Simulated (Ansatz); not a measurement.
## NaCSeN (built on the sites of a database entry of NaCNO): a soft mode frozen in

Wanted: the energy along a soft mode of NaCSeN (built on the sites of a database entry of NaCNO) and the structure at the end.

Program: Ansatz 0.2.0. Level of theory: DFT PBEsol, scalar-relativistic, plane waves, PAW. Results are calculated unless marked as measured.

This is a report of a sequence of runs, with most program output left out.

The structure was built from a prototype and need not be the compound's stable phase.

### 1. Starting point

Symmetry: R3m, No. 160, trigonal system. The conventional cell has a = 4.213 Å, b = 4.213 Å, c = 16.881 Å, α = 90.00°, β = 90.00°, γ = 120.00°. Na has 3 N at 2.62 Å and 3 Se at 2.97 Å nearest. C has 1 N at 1.19 Å and 1 Se at 1.77 Å nearest. N has 1 C at 1.19 Å and 3 Na at 2.62 Å nearest. Nearest to Se lie 1 C at 1.77 Å and 3 Na at 2.97 Å. Farther neighbours and most contacts between anions are not listed.

Structure file:

```cif
data_structure
_symmetry_space_group_name_H-M 'P 1'
_symmetry_Int_Tables_number 1
_cell_length_a 6.1301
_cell_length_b 6.1301
_cell_length_c 6.1301
_cell_angle_alpha 40.192
_cell_angle_beta 40.192
_cell_angle_gamma 40.192
_cell_volume 86.48
loop_
_atom_site_label
_atom_site_type_symbol
_atom_site_fract_x
_atom_site_fract_y
_atom_site_fract_z
_atom_site_occupancy
Na1 Na 0.52289 0.52289 0.52289 1
C2 C 0.98432 0.98432 0.98432 1
N3 N 0.91387 0.91387 0.91387 1
Se4 Se 0.08892 0.08892 0.08892 1
```

### 2. Response at finite wavevector

The cell comes from relaxations at this level that are not shown. Stability and thermal properties need the whole zone. Linear response on a 3×3×3 q mesh gives force constants as far as a supercell of that size would, and the tensors from the zone-centre run are typed in so that the long-range dipole term is interpolated apart.

The input, input.yaml:

```yaml
crystal:
  lattice:
    - [2.1062654337, 1.2160529151, 5.627016546]
    - [-2.1062654337, 1.2160529151, 5.627016546]
    - [0.0, -2.4321058303, 5.627016546]
  atoms:
    - { symbol: Na, position: [0.522886027, 0.522886027, 0.522886027] }
    - { symbol: C, position: [-0.0156782734, -0.0156782734, -0.0156782734] }
    - { symbol: "N", position: [0.9138691333, 0.9138691333, 0.9138691333] }
    - { symbol: Se, position: [0.0889231133, 0.0889231133, 0.0889231133] }
kpoints:
  mp_grid: { grid: [6, 6, 6] }
hamiltonian:
  xc: pbesol
scf:
  occupations: { method: fixed }
output:
  eigenvalues: true
phonons:
  method: dfpt
  qmesh: [3, 3, 3]
  temperatures: { t_max: 1000, t_step: 50 }
  qpath:
    path:
      - [[0.0, 0.0, 0.0], [-0.5, -0.5, -0.5], [-0.5, -0.19780227, -0.80219773]]
      - [[-0.19780227, 0.19780227, -0.5], [0.0, 0.0, -0.5], [0.0, 0.0, 0.0], [0.0, 0.34890114, -0.34890114]]
      - [[-0.34890114, 0.0, -0.65109886], [-0.5, 0.0, -0.5], [0.0, 0.0, 0.0]]
    npoints: 10
  non_analytic_term:
    high_frequency_dielectric_tensor: [[2.4636, 0.0, 0.0], [0.0, 2.4636, 0.0], [0.0, 0.0, 3.9348]]
    born_effective_charges:
      - { species: Na, tensor: [[1.1066, 0.0, 0.0], [0.0, 1.1066, 0.0], [0.0, 0.0, 1.5445]] }
      - { species: C, tensor: [[-0.2745, 0.0, 0.0], [0.0, -0.2745, 0.0], [0.0, 0.0, 2.561]] }
      - { species: "N", tensor: [[-0.5862, 0.0, 0.0], [0.0, -0.5862, 0.0], [0.0, 0.0, -2.6128]] }
      - { species: Se, tensor: [[-0.2459, 0.0, 0.0], [0.0, -0.2459, 0.0], [0.0, 0.0, -1.4927]] }
    source: "zone-centre run at this cell"
```

Started as:

```console
$ ansatz run input.yaml --threads 4 --pin off --max-ram 14336MiB --backend cpu --events-out ev --progress --plain --runs-dir out
```

Wall time 6.9 min (4 threads of Arm Neoverse V2, shared host); peak memory 1.3 GiB.

This step gave:

```
gap on the k-mesh                                       : 3.082 eV
volume per atom                                         : 21.62 Å³
sum-rule residual before enforcement                    : 6.30e-5 eV/Å²
lowest frequency on the path                            : -29.94 cm⁻¹
point group                                             : 3m
highest frequency on the path or at a solved wavevector : 2056 cm⁻¹
highest optical mode at the zone centre (no LO-TO term) : 2019 cm⁻¹
lowest optical zone-centre mode                         : 47.28 cm⁻¹
lowest mode on the q mesh (acoustic modes at Γ apart)   : -28.97 cm⁻¹
```

Frequencies (cm⁻¹) solved at each irreducible wavevector; negative means imaginary. Frequencies by wavevector, by row:

| q in reciprocal lattice units | star | mode 1 | mode 2 | mode 3 | mode 4 | mode 10 | mode 11 | mode 12 |
| --- | --- | --- | --- | --- | --- | --- | --- | --- |
| 0 0 0 | 1 | 0 | 0 | 0 | 47.3 | 423.3 | 620.5 | 2019 |
| 0 0 0.3333 | 6 | -29 | 33.8 | 59 | 63 | 425.9 | 616.7 | 2004 |
| 0 0.3333 0.3333 | 6 | 17.9 | 39.3 | 49.6 | 88.8 | 430.5 | 615.8 | 2010 |
| 0 0.3333 -0.3333 | 6 | 36.8 | 46.8 | 55.7 | 98.8 | 429.9 | 614.2 | 1997 |
| 0.3333 0.3333 0.3333 | 2 | -18.8 | -18.8 | 70 | 70 | 417.8 | 618.8 | 2055 |
| 0.3333 0.3333 -0.3333 | 6 | -9.8 | 47.3 | 75.9 | 81.6 | 424.9 | 615.1 | 2015 |

Interpolated from a 3×3×3 q mesh, with the LO-TO term (at Γ the limit along the path; where Γ stands inside the path, tables give the limit on arrival). Phonon branches along the path, in cm⁻¹:

| point | branch 1 | branch 2 | branch 3 | branch 4 | branch 9 | branch 10 | branch 11 | branch 12 |
| --- | --- | --- | --- | --- | --- | --- | --- | --- |
| Γ | 0 | 0 | 0 | 47 | 423 | 423 | 620 | 2056 |
| halfway | -19 | -19 | 59 | 65 | 420 | 420 | 620 | 2056 |
| T | -17 | -17 | 73 | 73 | 416 | 416 | 617 | 2055 |
| halfway | 13 | 42 | 78 | 86 | 417 | 423 | 615 | 2026 |
| H2 | 37 | 44 | 60 | 100 | 421 | 430 | 614 | 1999 |
| jump to H0 | 37 | 44 | 60 | 100 | 421 | 430 | 614 | 1999 |
| halfway | 28 | 48 | 54 | 79 | 424 | 428 | 615 | 1997 |
| L | -30 | 49 | 57 | 67 | 426 | 427 | 616 | 1998 |
| halfway | -26 | 21 | 52 | 59 | 425 | 425 | 618 | 2010 |
| Γ | 0 | 0 | 0 | 47 | 423 | 424 | 620 | 2022 |
| halfway | 24 | 27 | 53 | 65 | 425 | 426 | 617 | 2004 |
| S0 | 37 | 46 | 55 | 102 | 421 | 430 | 614 | 1998 |
| jump to S2 | 37 | 46 | 55 | 102 | 421 | 430 | 614 | 1998 |
| halfway | 30 | 45 | 52 | 104 | 417 | 432 | 614 | 2002 |
| F | 20 | 46 | 50 | 100 | 416 | 433 | 614 | 2004 |
| halfway | 16 | 29 | 42 | 76 | 420 | 428 | 617 | 2016 |
| Γ | 0 | 0 | 0 | 47 | 423 | 424 | 620 | 2028 |

Symmetry leaves 6 wavevectors to solve. The lowest mode among them, the acoustic zeros apart, lies at q = (0, 0, 0.333) and is imaginary, 29.0i cm⁻¹, so the energy falls along it.

### 3. The mode frozen in, largest atomic shift 0 Å

The mode followed lies at q = (0, 0, 0.333) with frequency 29.0i cm⁻¹, the softest among the wavevectors solved. At small amplitude the distorted cell has space group no. 1 by a symmetry search on the positions. The undistorted cell that holds it gives the zero of energy on the same k mesh.

System of this step: NaCSeN (built on the sites of a database entry of NaCNO). Symmetry: R3m, No. 160, trigonal system. The conventional cell has a = 4.213 Å, b = 4.213 Å, c = 16.881 Å, α = 90.00°, β = 90.00°, γ = 120.00°. Nearest to Na lie 3 N at 2.62 Å and 3 Se at 2.97 Å. Nearest to C lie 1 N at 1.19 Å and 1 Se at 1.77 Å. N has 1 C at 1.19 Å and 3 Na at 2.62 Å nearest. Nearest to Se lie 1 C at 1.77 Å and 3 Na at 2.97 Å. Farther neighbours and most contacts between anions are not listed.

The input, input.yaml:

```yaml
crystal:
  lattice:
    - [-4.2125308674, 0.0, 0.0]
    - [-2.1062654337, -1.2160529151, -5.627016546]
    - [-2.1062654337, -10.9444762362, 0.0]
  atoms:
    - { symbol: Na, position: [0.363848036, 0.4313419191, 0.840962009] }
    - { symbol: Na, position: [0.0305147026, 0.4313419191, 0.5076286757] }
    - { symbol: Na, position: [0.6971813693, 0.4313419191, 0.1742953423] }
    - { symbol: C, position: [0.9790956354, 0.0470348203, 0.9947739089] }
    - { symbol: C, position: [0.6457623021, 0.0470348203, 0.6614405755] }
    - { symbol: C, position: [0.3124289687, 0.0470348203, 0.3281072422] }
    - { symbol: "N", position: [0.8851588444, 0.2583926001, 0.9712897111] }
    - { symbol: "N", position: [0.5518255111, 0.2583926001, 0.6379563778] }
    - { symbol: "N", position: [0.2184921777, 0.2583926001, 0.3046230444] }
    - { symbol: Se, position: [0.7852308177, 0.7332306602, 0.6963077044] }
    - { symbol: Se, position: [0.4518974844, 0.7332306602, 0.3629743711] }
    - { symbol: Se, position: [0.118564151, 0.7332306602, 0.0296410378] }
kpoints:
  mp_grid: { grid: [6, 6, 6] }
hamiltonian:
  xc: pbesol
scf:
  occupations: { method: gaussian, width: 0.02 }
output:
  forces: true
  stress: true
  eigenvalues: true
```

The job ended after 18 s (4 threads; peak memory 1.1 GiB).

Numbers from this step:

| Property | Result |
| --- | --- |
| pressure | 0.002174 GPa |
| energy from the undistorted cell | 0 meV/atom |

At this level the gap is 3.08 eV on the k-mesh of the self-consistent run, which can miss the band edges.

### 4. The mode frozen in, largest atomic shift 0.14 Å

The atoms are moved along the unstable eigenvector, the largest shift by 0.14 Å, with the cell fixed.

The input, input.yaml:

```yaml
crystal:
  lattice:
    - [-4.2125308674, 0.0, 0.0]
    - [-2.1062654337, -1.2160529151, -5.627016546]
    - [-2.1062654337, -10.9444762362, 0.0]
  atoms:
    - { symbol: Na, position: [0.3449709231, 0.4313419191, 0.840962009] }
    - { symbol: Na, position: [0.0280409863, 0.4313419191, 0.5076286757] }
    - { symbol: Na, position: [0.7185321088, 0.4313419191, 0.1742953423] }
    - { symbol: C, position: [0.9640798853, 0.0470348203, 0.9947739089] }
    - { symbol: C, position: [0.6439061041, 0.0470348203, 0.6614405755] }
    - { symbol: C, position: [0.3293008495, 0.0470348203, 0.3281072422] }
    - { symbol: "N", position: [0.8519246666, 0.2583926001, 0.9712897111] }
    - { symbol: "N", position: [0.5563379498, 0.2583926001, 0.6379563778] }
    - { symbol: "N", position: [0.2472140805, 0.2583926001, 0.3046230444] }
    - { symbol: Se, position: [0.7694324789, 0.7332306602, 0.6963077044] }
    - { symbol: Se, position: [0.4454892394, 0.7332306602, 0.3629743711] }
    - { symbol: Se, position: [0.1407705024, 0.7332306602, 0.0296410378] }
kpoints:
  mp_grid: { grid: [6, 6, 6] }
hamiltonian:
  xc: pbesol
scf:
  occupations: { method: gaussian, width: 0.02 }
output:
  forces: true
  stress: true
  eigenvalues: true
```

Run time: 32 s. Hardware: 4 threads; peak memory 1.5 GiB.

This step gave:

```
pressure                         : -0.2071 GPa
gap on the k-mesh                : 3.059 eV
energy from the undistorted cell : -0.148 meV/atom
```

The energy, extrapolated to zero smearing, is -0.15 meV/atom against the undistorted cell.

The run ends at a pressure of -0.21 GPa, with forces up to 0.27 eV/Å.

### 5. Energy along the mode, all amplitudes (two of the runs are shown above)

An imaginary frequency means negative curvature, so the energy should fall and then rise again as anharmonic terms take over.

This step gave:

```
depth at the lowest point sampled  : 0.148 meV/atom
largest atomic shift at that point : 0.14 Å
```

The energy from the parent by largest atomic shift:

| largest atomic shift (Å) | energy from the parent (meV/atom) |
| --- | --- |
| 0.000 | 0 |
| 0.040 | -0.021 |
| 0.080 | -0.073 |
| 0.140 | -0.148 |
| 0.220 | 0.032 |
| 0.320 | 1.58 |
| 0.450 | 8.20 |

Displacement at unit largest shift by atom:

| atom | x (Å) | y (Å) | z (Å) | size |
| --- | --- | --- | --- | --- |
| Na1 | 0.57 | 0.00 | 0.00 | 0.57 |
| Na2 | 0.07 | 0.00 | 0.00 | 0.07 |
| Na3 | -0.64 | 0.00 | 0.00 | 0.64 |
| C4 | 0.45 | 0.00 | 0.00 | 0.45 |
| C5 | 0.06 | 0.00 | 0.00 | 0.06 |
| C6 | -0.51 | 0.00 | 0.00 | 0.51 |
| N7 | 1.00 | 0.00 | 0.00 | 1.00 |
| N8 | -0.14 | 0.00 | 0.00 | 0.14 |
| N9 | -0.86 | 0.00 | 0.00 | 0.86 |
| Se10 | 0.47 | 0.00 | 0.00 | 0.47 |
| Se11 | 0.19 | 0.00 | 0.00 | 0.19 |
| Se12 | -0.67 | 0.00 | 0.00 | 0.67 |

The lowest of the steps tried is at 0.14 Å, 0.148 meV/atom below the parent; the bottom of the well need not coincide with a step.

### 6. Relaxation from the frozen mode

Starting from the lowest point found, all atoms and the cell are let go, so that strain and other modes of the same symmetry can join in.

input.yaml, as its differences from that of step 4:

```diff
@@ -23,3 +23,3 @@
 scf:
-  occupations: { method: gaussian, width: 0.02 }
+  occupations: { method: fixed }
 output:
@@ -28 +28,6 @@
   eigenvalues: true
+relax:
+  adjacent_minimum: "off"
+  f_tol: 0.002
+  max_steps: 120
+  cell: { stress_tol: 0.03 }
```

The job ended after 13 min (4 threads; peak memory 1.5 GiB; 53 min of CPU time).

Step by step:

| step | energy less that of the first step (eV) | largest force component (eV/Å) | pressure (GPa) | volume (Å³) |
| --- | --- | --- | --- | --- |
| 1 | 0.0000 | 0.2652 | -0.21 | 259.43 |
| 2 | -0.0039 | 0.0808 | -0.08 | 259.08 |
| 3 | -0.0272 | 0.2534 | -0.27 | 257.40 |
| 4 | -0.0248 | 1.4944 | -1.17 | 255.83 |
| 5 | -0.0539 | 0.4532 | -0.39 | 255.78 |
| 6 | -0.0846 | 0.6874 | -0.64 | 254.06 |
| 7 | -0.1395 | 0.8210 | -1.09 | 250.67 |
| 8 | -0.2463 | 0.0804 | -0.10 | 242.10 |
| 9 | -0.2574 | 0.0718 | -0.05 | 240.23 |
| 10 | -0.2609 | 0.0245 | 0.02 | 239.90 |
| 11 | -0.2616 | 0.0432 | -0.01 | 239.83 |
| 12 | -0.2614 | 0.0078 | 0.00 | 240.13 |
| 13 | -0.2614 | 0.0025 | 0.00 | 240.20 |
| 14 | -0.2614 | 0.0005 | 0.00 | 240.19 |
| 15* | -0.2585 | 0.0045 | -0.03 | 240.19 |
| 16 | -0.2608 | 0.0214 | -0.01 | 239.60 |
| 17 | -0.2613 | 0.0053 | 0.01 | 239.37 |
| 18 | -0.2612 | 0.0010 | 0.00 | 239.46 |
| 19* | -0.2605 | 0.0009 | 0.00 | 239.46 |

Relaxation steps marked * repeat the geometry before them on a plane-wave basis chosen anew for their cell, so energy and pressure can jump there. Relaxation step 4 was tried and not accepted.

| cell as run | before | after | change |
| --- | --- | --- | --- |
| a (Å) | 4.213 | 4.047 | -3.9 % |
| b (Å) | 6.130 | 6.008 | -2.0 % |
| c (Å) | 11.145 | 11.374 | +2.1 % |
| α (°) | 74.95 | 68.14 | -9.1 % |
| β (°) | 79.11 | 82.12 | +3.8 % |
| γ (°) | 69.90 | 68.93 | -1.4 % |
| volume (Å³/atom) | 21.62 | 19.96 | -7.7 % |

The atoms that moved most (Å, as changes of fractional coordinates times the final cell):

| atom | dx | dy | dz | length |
| --- | --- | --- | --- | --- |
| Se10 | 0.580 | 0.338 | -0.022 | 0.672 |
| N9 | -0.559 | -0.323 | -0.039 | 0.647 |
| N7 | 0.373 | -0.346 | 0.023 | 0.509 |
| Se12 | -0.297 | 0.383 | -0.062 | 0.488 |
| Se11 | 0.191 | 0.381 | -0.155 | 0.454 |
| Na1 | 0.424 | 0.006 | 0.119 | 0.441 |
| Na3 | -0.370 | 0.032 | 0.067 | 0.378 |
| N8 | -0.210 | -0.281 | 0.057 | 0.355 |

The relaxed structure:

```
Na C N Se
1.0
    -4.04485    0.08852   -0.07410
    -2.09585   -1.57267   -5.40607
    -1.79244  -11.20659   -0.75055
Na C N Se
3 3 3 3
Direct
  0.25016 0.41044 0.84258
  0.04212 0.42496 0.50673
  0.81731 0.41752 0.17418
  0.92774 0.04541 0.00226
  0.62887 0.03904 0.66754
  0.39421 0.05777 0.33342
  0.74953 0.25129 0.00233
  0.60385 0.24345 0.66548
  0.37160 0.25976 0.33424
  0.63506 0.74377 0.66360
  0.39759 0.76799 0.32368
  0.22198 0.74861 0.99396
```

Numbers from this step:

```
pressure          : -0.002544 GPa
gap on the k-mesh : 3.434 eV
volume per atom   : 19.96 Å³
```

The distorted start has space group P1; the relaxation ends in P1.

### 7. The phases reached

The phases reached along the modes that were followed are set side by side.

Energies are those of the first relaxation, on the mesh of the frozen mode; space group, volume and gap are those of the last relaxation. Phases, by row:

| mode frozen in | space group | energy from parent (meV/atom) | volume (Å³/atom) | gap on mesh (eV) | lowest zone-centre optical mode (cm⁻¹) | largest shift (Å) |
| --- | --- | --- | --- | --- | --- | --- |
| parent | R3m | 0 | 21.62 | 3.082 | – | – |
| q = (0, 0, 0.333), 29i cm⁻¹ | P1 | -21.86 | 19.96 | 3.434 | – | 0.749 |

### 8. Summary of results

```
unstable mode of the parent                                                      : q = (0, 0, 0.333), 29i cm⁻¹
depth at the lowest point sampled                                                : 0.148 meV/atom
largest atomic shift at that point                                               : 0.14 Å
space group reached (within 0.01 Å)                                              : P1
energy gained over the parent (first relaxation, on the mesh of the frozen mode) : 21.9 meV/atom
volume per atom, phase reached                                                   : 20.0 Å³
gap on the k-mesh, phase reached                                                 : 3.43 eV
```

In words: Along this mode the structure falls into P1, 21.9 meV/atom below the parent. At the parent's cell the well is 0.148 meV/atom deep on the steps tried, with its lowest point at a shift of 0.14 Å. Relaxing atoms and cell changes the gain by +21.71 meV/atom against the lowest step (energies at zero smearing). Most of the total comes from this relaxation. The modes of the phase reached were not computed on this path. How so shallow a well moves with the k mesh was not tested. Each path keeps the symmetry of its pattern, so a lower phase may lie along a pattern not tried. The program warns that the interpolation holds no quadrupole term, so branches close to Γ can be off in this crystal. The starting cell was built on a prototype and not taken from a measurement, so the phase need not exist.

[Logs are printed without paths, hosts, clocks, repeated set-up lines and the standing remarks that a program may print on its own settings, such as how far it seeks lower states.]

[Hosts, paths, dates, database ids (printed as entryN), source tags and the programs' standing remarks are cut or masked in the printed files.]
